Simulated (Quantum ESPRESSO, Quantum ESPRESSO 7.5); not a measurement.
**Ag(111), 5 layers: cutoff convergence**

Which setting serves for Ag(111), 5 layers? The runs below step through one kind of setting.

Main program and level: Quantum ESPRESSO 7.5; plane-wave DFT, PBE, SSSP efficiency pseudopotentials.

## Step 1: Starting point

The cell holds 5 atoms: 5 Ag. Cell: a = 2.892 Å, b = 2.892 Å, c = 25.445 Å, α = 90.0°, β = 90.0°, γ = 60.0°. It derives from Ag. Vacuum lies along c.

## Step 2: Ground state: ecutwfc 68 Ry, ecutrho 544 Ry

The first run is the reference of the series.

c0.in

```
&control
  prefix = 'c0'
  outdir = './out'
  pseudo_dir = './pseudo'
  calculation = 'scf'
  tprnfor = .true.
/
&system
  ibrav = 0
  nat = 5
  ntyp = 1
  ecutwfc = 68
  ecutrho = 544
  occupations = 'smearing'
  smearing = 'mv'
  degauss = 0.02
  assume_isolated = 'esm'
  esm_bc = 'bc1'
/
&electrons
  conv_thr = 1e-07
  mixing_beta = 0.4
  electron_maxstep = 120
  mixing_mode = 'local-TF'
/
ATOMIC_SPECIES
  Ag  107.8682  Ag_ONCV_PBE-1.0.oncvpsp.upf
CELL_PARAMETERS angstrom
  2.89206673505298 0.00000000000000 0.00000000000000
  1.44603336752649 2.50460326199580 0.00000000000000
  0.00000000000000 0.00000000000000 25.44545040394228
ATOMIC_POSITIONS crystal
  Ag  0.666666666700 0.666666666700 -0.185601949543
  Ag  0.000000000000 0.000000000000 -0.092800974771
  Ag  0.333333333300 0.333333333300 0.000000000000
  Ag  0.666666666700 0.666666666700 0.092800974771
  Ag  0.000000000000 0.000000000000 0.185601949543
K_POINTS automatic
  12 12 1 0 0 0
```

Launch:

```
$ OMP_NUM_THREADS=1 mpirun -n 4 pw.x -nk 4 -in c0.in > c0.out
```

Output:

```text
Program PWSCF v.7.5 starts
[citation notice left out]

     Parallel version (MPI & OpenMP), running on       4 processor cores
     Number of MPI processes:                 4
     Threads/MPI process:                     1

     MPI processes distributed on     1 nodes
[...]
Current dimensions of program PWSCF are:
     Max number of different atomic species (ntypx) = 10
     Max number of k-points (npk) =  40000
     Max angular momentum in pseudopotentials (lmaxx) =  4
     Message from routine setup:
     no reason to have ecutrho>4*ecutwfc
     Message from routine setup:
     using ibrav=0 with symmetry is DISCOURAGED, use correct ibrav instead

     K-points division:     npool     =       4
     Subspace diagonalization in iterative solution of the eigenvalue problem:
     a serial algorithm will be used

     G-vector sticks info
     --------------------
     sticks:   dense  smooth     PW     G-vecs:    dense   smooth      PW
     Sum        1123     559    163               266451    94279   15805

     Using Slab Decomposition

     bravais-lattice index     =            0
     lattice parameter (alat)  =       5.4652  a.u.
     unit-cell volume          =    1243.8099 (a.u.)^3
     number of atoms/cell      =            5
     number of atomic types    =            1
     number of electrons       =        95.00
     number of Kohn-Sham states=           58
     kinetic-energy cutoff     =      68.0000  Ry
     charge density cutoff     =     544.0000  Ry
     scf convergence threshold =      1.0E-07
     mixing beta               =       0.4000
     number of iterations used =            8  local-TF  mixing
     Exchange-correlation= PBE
                           (   1   4   3   4   0   0   0)

     Effective Screening Medium Method
     =================================
     Boundary Conditions: Vacuum-Slab-Vacuum
     total charge in unit cell        =   0.0000
     grid points for fit at edges     =        4

     celldm(1)=   5.465214  celldm(2)=   0.000000  celldm(3)=   0.000000
     celldm(4)=   0.000000  celldm(5)=   0.000000  celldm(6)=   0.000000

     crystal axes: (cart. coord. in units of alat)
               a(1) = (   1.000000   0.000000   0.000000 )
               a(2) = (   0.500000   0.866025   0.000000 )
               a(3) = (   0.000000   0.000000   8.798362 )

     reciprocal axes: (cart. coord. in units 2 pi/alat)
               b(1) = (  1.000000 -0.577350  0.000000 )
               b(2) = (  0.000000  1.154701  0.000000 )
               b(3) = (  0.000000  0.000000  0.113658 )

     PseudoPot. # 1 for Ag read from file:
     ./pseudo/Ag_ONCV_PBE-1.0.oncvpsp.upf
     Pseudo is Norm-conserving, Zval = 19.0
     Generated using ONCVPSP code by D. R. Hamann
     Using radial grid of 1398 points,  6 beta functions with:
                l(1) =   0
                l(2) =   0
                l(3) =   1
                l(4) =   1
                l(5) =   2
                l(6) =   2

     atomic species   valence    mass     pseudopotential
     Ag               19.00   107.86820     Ag( 1.00)

     12 Sym. Ops., with inversion, found ( 6 have fractional translation)

   Cartesian axes

     site n.     atom                  positions (alat units)
         1        Ag     tau(   1) = (   1.0000000   0.5773503  -1.6329932  )
         2        Ag     tau(   2) = (   0.0000000   0.0000000  -0.8164966  )
         3        Ag     tau(   3) = (   0.5000000   0.2886751   0.0000000  )
         4        Ag     tau(   4) = (   1.0000000   0.5773503   0.8164966  )
         5        Ag     tau(   5) = (   0.0000000   0.0000000   1.6329932  )

     number of k points=    19  Marzari-Vanderbilt smearing, width (Ry)=  0.0200
                       cart. coord. in units 2pi/alat
        k(    1) = (   0.0000000   0.0000000   0.0000000), wk =   0.0138889
        k(    2) = (   0.0000000   0.0962250   0.0000000), wk =   0.0833333
        k(    3) = (   0.0000000   0.1924501   0.0000000), wk =   0.0833333
        k(    4) = (   0.0000000   0.2886751   0.0000000), wk =   0.0833333
        k(    5) = (   0.0000000   0.3849002   0.0000000), wk =   0.0833333
        k(    6) = (   0.0000000   0.4811252   0.0000000), wk =   0.0833333
        k(    7) = (   0.0000000  -0.5773503   0.0000000), wk =   0.0416667
        k(    8) = (   0.0833333   0.1443376   0.0000000), wk =   0.0833333
        k(    9) = (   0.0833333   0.2405626   0.0000000), wk =   0.1666667
        k(   10) = (   0.0833333   0.3367877   0.0000000), wk =   0.1666667
[...]
k(   19) = (   0.3333333  -0.5773503   0.0000000), wk =   0.0277778

     Dense  grid:   266451 G-vectors     FFT dimensions: (  45,  45, 360)

     Smooth grid:    94279 G-vectors     FFT dimensions: (  30,  30, 256)

     Estimated max dynamical RAM per process >     351.65 MB

     Estimated total dynamical RAM >       1.18 GB

     Initial potential from superposition of free atoms

     starting charge      94.9985, renormalised to      95.0000

     negative rho (up, down):  5.751E-07 0.000E+00
     Starting wfcs are   50 randomized atomic wfcs +    8 random wfcs

     total cpu time spent up to now is        2.2 secs

     per-process dynamical memory:   201.2 Mb

     Self-consistent Calculation

     iteration #  1     ecut=    68.00 Ry     beta= 0.40
     Davidson diagonalization with overlap
     c_bands:  3 eigenvalues not converged
     c_bands:  2 eigenvalues not converged
     ethr =  1.00E-02,  avg # of iterations = 10.5

     Threshold (ethr) on eigenvalues was too large:
     Diagonalizing with lowered threshold

     Davidson diagonalization with overlap
     c_bands:  5 eigenvalues not converged
     c_bands:  1 eigenvalues not converged
     c_bands:  4 eigenvalues not converged
     c_bands:  3 eigenvalues not converged
     c_bands:  2 eigenvalues not converged
     ethr =  3.92E-04,  avg # of iterations = 17.5

     total cpu time spent up to now is       18.3 secs

     total energy              =   -1436.59458156 Ry
     estimated scf accuracy    <       0.36563551 Ry

     iteration #  2     ecut=    68.00 Ry     beta= 0.40
[...]
c_bands:  3 eigenvalues not converged
     c_bands:  3 eigenvalues not converged
[...]
total energy              =   -1436.52487879 Ry
     estimated scf accuracy    <       0.19847726 Ry

     iteration #  3     ecut=    68.00 Ry     beta= 0.40
[...]
c_bands:  1 eigenvalues not converged
     c_bands:  2 eigenvalues not converged
[...]
estimated scf accuracy    <       0.00015155 Ry

     iteration # 12     ecut=    68.00 Ry     beta= 0.40
[...]
c_bands:  1 eigenvalues not converged
[...]
negative rho (up, down):  1.166E-03 0.000E+00

[...]
total energy              =   -1436.59330780 Ry
     estimated scf accuracy    <       0.00516789 Ry

     iteration # 13     ecut=    68.00 Ry     beta= 0.40
[...]
negative rho (up, down):  5.609E-04 0.000E+00

[...]
total energy              =   -1436.59173987 Ry
     estimated scf accuracy    <       0.00267836 Ry

     iteration # 14     ecut=    68.00 Ry     beta= 0.40
[...]
negative rho (up, down):  8.790E-05 0.000E+00

[...]
total energy              =   -1436.59204451 Ry
     estimated scf accuracy    <       0.00001587 Ry

     iteration # 15     ecut=    68.00 Ry     beta= 0.40
[...]
c_bands:  1 eigenvalues not converged
     c_bands:  1 eigenvalues not converged
     c_bands:  1 eigenvalues not converged
[...]
negative rho (up, down):  1.076E-04 0.000E+00

[...]
total energy              =   -1436.59203435 Ry
     estimated scf accuracy    <       0.00037494 Ry

     iteration # 16     ecut=    68.00 Ry     beta= 0.40
[...]
negative rho (up, down):  1.077E-06 0.000E+00

[...]
total energy              =   -1436.59193056 Ry
     estimated scf accuracy    <       0.00005467 Ry

     iteration # 17     ecut=    68.00 Ry     beta= 0.40
[...]
negative rho (up, down):  6.711E-08 0.000E+00

[...]
total energy              =   -1436.59194971 Ry
     estimated scf accuracy    <       0.00001509 Ry

     iteration # 18     ecut=    68.00 Ry     beta= 0.40
[...]
negative rho (up, down):  3.416E-06 0.000E+00

[...]
total energy              =   -1436.59193853 Ry
     estimated scf accuracy    <       0.00000050 Ry

     iteration # 19     ecut=    68.00 Ry     beta= 0.40
[...]
c_bands:  1 eigenvalues not converged
[...]
negative rho (up, down):  1.306E-08 0.000E+00

[...]
total energy              =   -1436.59194247 Ry
     estimated scf accuracy    <       0.00000114 Ry

     iteration # 20     ecut=    68.00 Ry     beta= 0.40
[...]
total energy              =   -1436.59194109 Ry
     estimated scf accuracy    <       0.00000031 Ry

     iteration # 21     ecut=    68.00 Ry     beta= 0.40
[...]
End of self-consistent calculation

          k = 0.0000 0.0000 0.0000 ( 11725 PWs)   bands (ev):

   -96.5378 -96.5375 -96.4298 -96.3320 -96.3320 -60.0218 -59.9958 -59.9265
   -59.9265 -59.9259 -59.9259 -59.8768 -59.8053 -59.8053 -59.7498 -59.7491
   -59.7294 -59.7294 -59.7294 -59.7294 -11.8985 -11.2596 -10.7440 -10.5693
   -10.5547  -9.2410  -9.2215  -9.2215  -9.2215  -9.1265  -9.1265  -9.1030
    -9.1030  -8.9323  -8.9323  -8.8889  -8.8889  -8.6754  -8.1914  -8.1914
    -8.1689  -8.1689  -7.9128  -7.9128  -7.6591  -7.6591  -7.4615  -7.4615
    -7.2027  -5.1498  -4.2654  -0.4897  -0.0772   0.4171   1.6593   1.9878
     4.1288   4.2956

          k = 0.0000 0.0962 0.0000 ( 11757 PWs)   bands (ev):

   -96.5371 -96.5368 -96.4291 -96.3312 -96.3312 -60.0194 -59.9949 -59.9353
   -59.9348 -59.9287 -59.9280 -59.8759 -59.8132 -59.8073 -59.7491 -59.7486
   -59.7375 -59.7375 -59.7315 -59.7315 -11.7104 -11.0799 -10.6196 -10.4384
   -10.3946  -9.3601  -9.2858  -9.2504  -9.1600  -9.1333  -9.0943  -9.0422
    -9.0208  -9.0115  -8.9122  -8.8513  -8.7930  -8.7877  -8.2797  -8.2714
    -8.2108  -8.1386  -8.0546  -7.9096  -7.7938  -7.6565  -7.6487  -7.4542
    -6.7012  -4.8565  -3.8554  -0.3513   0.0900   0.5539   1.8152   2.1412
     4.2950   4.4418

          k = 0.0000 0.1925 0.0000 ( 11761 PWs)   bands (ev):

   -96.5349 -96.5347 -96.4271 -96.3292 -96.3292 -60.0129 -59.9927 -59.9595
   -59.9573 -59.9345 -59.9337 -59.8750 -59.8345 -59.8128 -59.7596 -59.7595
   -59.7470 -59.7467 -59.7371 -59.7371 -11.2003 -10.6326 -10.3378 -10.1527
   -10.0077  -9.5981  -9.4464  -9.4043  -9.3110  -9.1228  -9.0352  -8.9506
    -8.8996  -8.8256  -8.8251  -8.7562  -8.6738  -8.6533  -8.5227  -8.4020
    -8.3282  -8.2477  -8.1247  -7.9798  -7.9083  -7.6523  -7.4363  -7.3297
    -5.9958  -4.1469  -2.8537   0.0595   0.5923   0.9817   2.2924   2.6007
     4.7823   4.8797

          k = 0.0000 0.2887 0.0000 ( 11766 PWs)   bands (ev):

   -96.5320 -96.5319 -96.4243 -96.3264 -96.3264 -60.0059 -59.9918 -59.9890
   -59.9867 -59.9426 -59.9415 -59.8755 -59.8627 -59.8204 -59.7893 -59.7892
   -59.7448 -59.7448 -59.7446 -59.7445 -10.6439 -10.3364 -10.2494 -10.0382
    -9.9653  -9.7419  -9.6666  -9.4353  -9.3185  -9.0643  -9.0039  -8.9096
    -8.8253  -8.6400  -8.6301  -8.5039  -8.4823  -8.3654  -8.3617  -8.2481
    -8.1398  -8.0935  -7.9974  -7.8725  -7.8595  -7.6465  -7.4149  -6.7590
    -5.1598  -3.2166  -1.5516   0.7432   1.4273   1.7375   3.0969   3.3659
     5.1442   5.5449

          k = 0.0000 0.3849 0.0000 ( 11760 PWs)   bands (ev):

   -96.5291 -96.5290 -96.4216 -96.3236 -96.3236 -60.0248 -60.0189 -59.9943
   -59.9867 -59.9506 -59.9493 -59.8901 -59.8766 -59.8279 -59.8186 -59.8184
   -59.7524 -59.7524 -59.7423 -59.7422 -10.5404 -10.4439 -10.3342 -10.3023
   -10.1043  -9.9551  -9.9200  -9.3990  -9.2569  -9.1118  -8.9950  -8.8254
    -8.6889  -8.6479  -8.3158  -8.2486  -7.9783  -7.9664  -7.8670  -7.8374
    -7.7138  -7.6955  -7.6639  -7.5716  -7.4073  -7.3846  -6.9805  -5.7946
    -4.1078  -2.1262  -0.1397   1.6473   2.1714   2.5814   2.8072   3.1212
     4.1120   4.2095

          k = 0.0000 0.4811 0.0000 ( 11810 PWs)   bands (ev):

   -96.5270 -96.5270 -96.4196 -96.3216 -96.3216 -60.0469 -60.0410 -59.9941
   -59.9814 -59.9564 -59.9550 -59.9084 -59.8784 -59.8397 -59.8394 -59.8334
   -59.7580 -59.7580 -59.7406 -59.7406 -10.6663 -10.5949 -10.4972 -10.4609
   -10.2350 -10.1229 -10.0921  -9.5084  -9.3196  -9.2251  -9.0780  -8.7435
    -8.5849  -8.4218  -8.2169  -7.9831  -7.8060  -7.7385  -7.5722  -7.5207
    -7.4943  -7.4632  -7.3485  -7.3211  -7.2817  -5.8210  -5.3153  -4.3699
    -2.9427  -1.4105  -0.1193   0.4050   1.0464   1.9241   3.1253   3.2034
     4.0833   4.2005

[...]
the Fermi energy is    -4.4554 ev

!    total energy              =   -1436.59194093 Ry
     estimated scf accuracy    <       0.00000004 Ry
     smearing contrib. (-TS)   =       0.00005102 Ry
     internal energy E=F+TS    =   -1436.59199196 Ry

     The total energy is F=E-TS. E is the sum of the following terms:
     one-electron contribution =   31554.01015589 Ry
     hartree contribution      =  -15807.57595529 Ry
     xc contribution           =    -135.48945935 Ry
     ewald contribution        =  -17047.53673322 Ry

     convergence has been achieved in  21 iterations

     Forces acting on atoms (cartesian axes, Ry/au):

     atom    1 type  1   force =     0.00000000    0.00000000   -0.00620453
     atom    2 type  1   force =     0.00000000    0.00000000    0.00193123
     atom    3 type  1   force =     0.00000000   -0.00000000    0.00000000
     atom    4 type  1   force =     0.00000000    0.00000000   -0.00193123
     atom    5 type  1   force =    -0.00000000   -0.00000000    0.00620453

     Total force =     0.009190     Total SCF correction =     0.000254

[...]
=------------------------------------------------------------------------------=
   JOB DONE.
=------------------------------------------------------------------------------=
[...]
```

Wall time 3.4 min (4 MPI ranks of Arm Neoverse V2, shared host); peak memory 1.1 GiB.

Read from the output:

```
free energy                                                    : -19545.8291 eV
Fermi energy                                                   : -4.455 eV
vacuum line at the lower end of the cell, over the Fermi level : 4.455 eV
vacuum line at the upper end of the cell, over the Fermi level : 4.455 eV
```

Electrostatic potential energy of an electron; zero at the Fermi level. Table of potential energy, planar mean by z:

```csv
z (Å),"potential energy, planar mean (eV)"
-12.5,4.46
-12.0,4.46
-11.5,4.46
-11.0,4.46
-10.5,4.46
-10.0,4.46
-9.5,4.46
-9.0,4.45
-8.5,4.45
-8.0,4.44
-7.5,4.42
-7.0,4.32
-6.5,4.00
-6.0,2.77
-5.5,-2.03
-5.0,-19.8
-4.5,-21.9
-4.0,-3.32
-3.5,0.687
-3.0,-5.65
-2.5,-24.4
-2.0,-16.2
-1.5,-1.20
-1.0,0.233
-0.5,-9.99
0.0,-26.3
0.5,-9.99
1.0,0.233
1.5,-1.20
2.0,-16.2
2.5,-24.4
3.0,-5.65
3.5,0.687
4.0,-3.32
4.5,-21.9
5.0,-19.8
5.5,-2.03
6.0,2.77
6.5,4.00
7.0,4.32
7.5,4.42
8.0,4.44
8.5,4.45
9.0,4.45
9.5,4.46
10.0,4.46
10.5,4.46
11.0,4.46
11.5,4.46
12.0,4.46
12.5,4.46
```

The program's own clock; routines nest. Time by routine:

```csv
routine,wall time (s),calls
PWSCF,206.3,1
electrons,203.3,1
c_bands,176.9,22
cegterg,156.3,111
h_psi,100.7,1282
fftw,80.78,59216
vloc_psi,80.09,1282
sum_band,11.05,22
calbec,10.5,1302
h_psi:calbec,10.1,1282
add_vuspsi,10.07,1282
mix_rho,9.09,22
v_of_rho,5.85,22
ffts,4.96,2140
```

The vacuum levels are read from the outermost 0.7 Å of the cell on either side.

The run needed 21 iterations to bring the estimated error under 1e-07 Ry; the largest force on any atom, held or free, is 0.16 eV/Å.

Inside the slab this potential holds the local part of the pseudopotentials, which can be repulsive at the nuclei; only its value in the vacuum has a meaning of its own.

## Step 3: SCF with pw.x: ecutwfc 56 Ry, ecutrho 448 Ry

c1.in is the input of step 2 with these lines changed:

```diff
@@ -1,3 +1,3 @@
 &control
-  prefix = 'c0'
+  prefix = 'c1'
   outdir = './out'
@@ -11,4 +11,4 @@
   ntyp = 1
-  ecutwfc = 68
-  ecutrho = 544
+  ecutwfc = 56
+  ecutrho = 448
   occupations = 'smearing'
```

Launch:

```
$ OMP_NUM_THREADS=1 mpirun -n 4 pw.x -nk 4 -in c1.in > c1.out
```

Output:

```text
[banner, memory and clock lines left out]
Program PWSCF v.7.5 starts
[...]
Message from routine setup:
[...]
Message from routine setup:
[...]
number of electrons       =        95.00
     number of Kohn-Sham states=           58
     kinetic-energy cutoff     =      56.0000  Ry
     charge density cutoff     =     448.0000  Ry
[...]
number of k points=    19  Marzari-Vanderbilt smearing, width (Ry)=  0.0200
[...]
Dense  grid:   199391 G-vectors     FFT dimensions: (  45,  45, 324)
[...]
negative rho (up, down):  5.144E-07 0.000E+00
     Starting wfcs are   50 randomized atomic wfcs +    8 random wfcs
[...]
estimated scf accuracy    <       0.36357355 Ry
[...]
estimated scf accuracy    <       0.18842669 Ry
[...]
estimated scf accuracy    <       0.03402312 Ry
[...]
estimated scf accuracy    <       0.07369576 Ry
[...]
estimated scf accuracy    <       0.07377014 Ry
[...]
estimated scf accuracy    <       0.02613511 Ry
[...]
estimated scf accuracy    <       0.00640845 Ry
[...]
estimated scf accuracy    <       0.00516905 Ry
[...]
negative rho (up, down):  5.627E-03 0.000E+00
[...]
estimated scf accuracy    <       0.00301742 Ry
[...]
negative rho (up, down):  1.891E-03 0.000E+00
[...]
estimated scf accuracy    <       0.00643998 Ry
[...]
negative rho (up, down):  1.923E-03 0.000E+00
[...]
estimated scf accuracy    <       0.00701174 Ry
[...]
negative rho (up, down):  1.321E-03 0.000E+00
[...]
estimated scf accuracy    <       0.00040761 Ry
[...]
negative rho (up, down):  1.280E-03 0.000E+00
[...]
estimated scf accuracy    <       0.00006287 Ry
[...]
negative rho (up, down):  3.112E-04 0.000E+00
[...]
estimated scf accuracy    <       0.00009856 Ry
[...]
negative rho (up, down):  2.398E-05 0.000E+00
[...]
estimated scf accuracy    <       0.00110095 Ry
[...]
negative rho (up, down):  2.844E-05 0.000E+00
[...]
estimated scf accuracy    <       0.00043747 Ry
[...]
negative rho (up, down):  8.683E-06 0.000E+00
[...]
estimated scf accuracy    <       0.00000573 Ry
[...]
negative rho (up, down):  9.942E-06 0.000E+00
[...]
estimated scf accuracy    <       0.00000113 Ry
[...]
estimated scf accuracy    <       0.00000321 Ry
[...]
estimated scf accuracy    <       0.00000010 Ry
[...]
estimated scf accuracy    <       0.00000074 Ry
[...]
the Fermi energy is    -4.4566 ev
!    total energy              =   -1436.59189085 Ry
     estimated scf accuracy    <       0.00000003 Ry
     smearing contrib. (-TS)   =       0.00005101 Ry
     internal energy E=F+TS    =   -1436.59194186 Ry
[...]
one-electron contribution =   31553.99669354 Ry
     hartree contribution      =  -15807.56102915 Ry
     xc contribution           =    -135.49087303 Ry
     ewald contribution        =  -17047.53673322 Ry
     convergence has been achieved in  22 iterations
[...]
Total force =     0.009096     Total SCF correction =     0.000331
[...]
```

Elapsed: 2.7 min, on 4 MPI ranks; peak memory 1 GiB.

Read from the output:

```
free energy                                                    : -19545.8284 eV
Fermi energy                                                   : -4.457 eV
vacuum line at the lower end of the cell, over the Fermi level : 4.457 eV
vacuum line at the upper end of the cell, over the Fermi level : 4.457 eV
```

The program's own clock; routines nest. Time by routine:

```csv
routine,wall time (s),calls
PWSCF,163,1
electrons,160.5,1
c_bands,136.4,23
cegterg,119.6,116
h_psi,81.35,1361
fftw,70.24,54252
vloc_psi,66.99,1361
sum_band,10.52,23
mix_rho,7.55,23
calbec,7.35,1381
h_psi:calbec,7.04,1361
add_vuspsi,7.04,1361
v_of_rho,5.66,23
ffts,4.43,2151
```

Counted from each run's own zero (the Fermi level), the vacuum level differs from the first run's by +1 meV.

(Continued in part 2 of 2.)

[Logs are printed without paths, hosts, clocks, repeated set-up lines and the standing remarks that a program may print on its own settings, such as how far it seeks lower states.]

[Hosts, paths, dates, database ids (printed as entryN), source tags and the programs' standing remarks are cut or masked in the printed files.]

[Maps of the electrostatic potential energy from Ansatz leave out the sawtooth potential of an applied field or a dipole correction, so their vacuum need not be flat; planar profiles and work functions include it.]
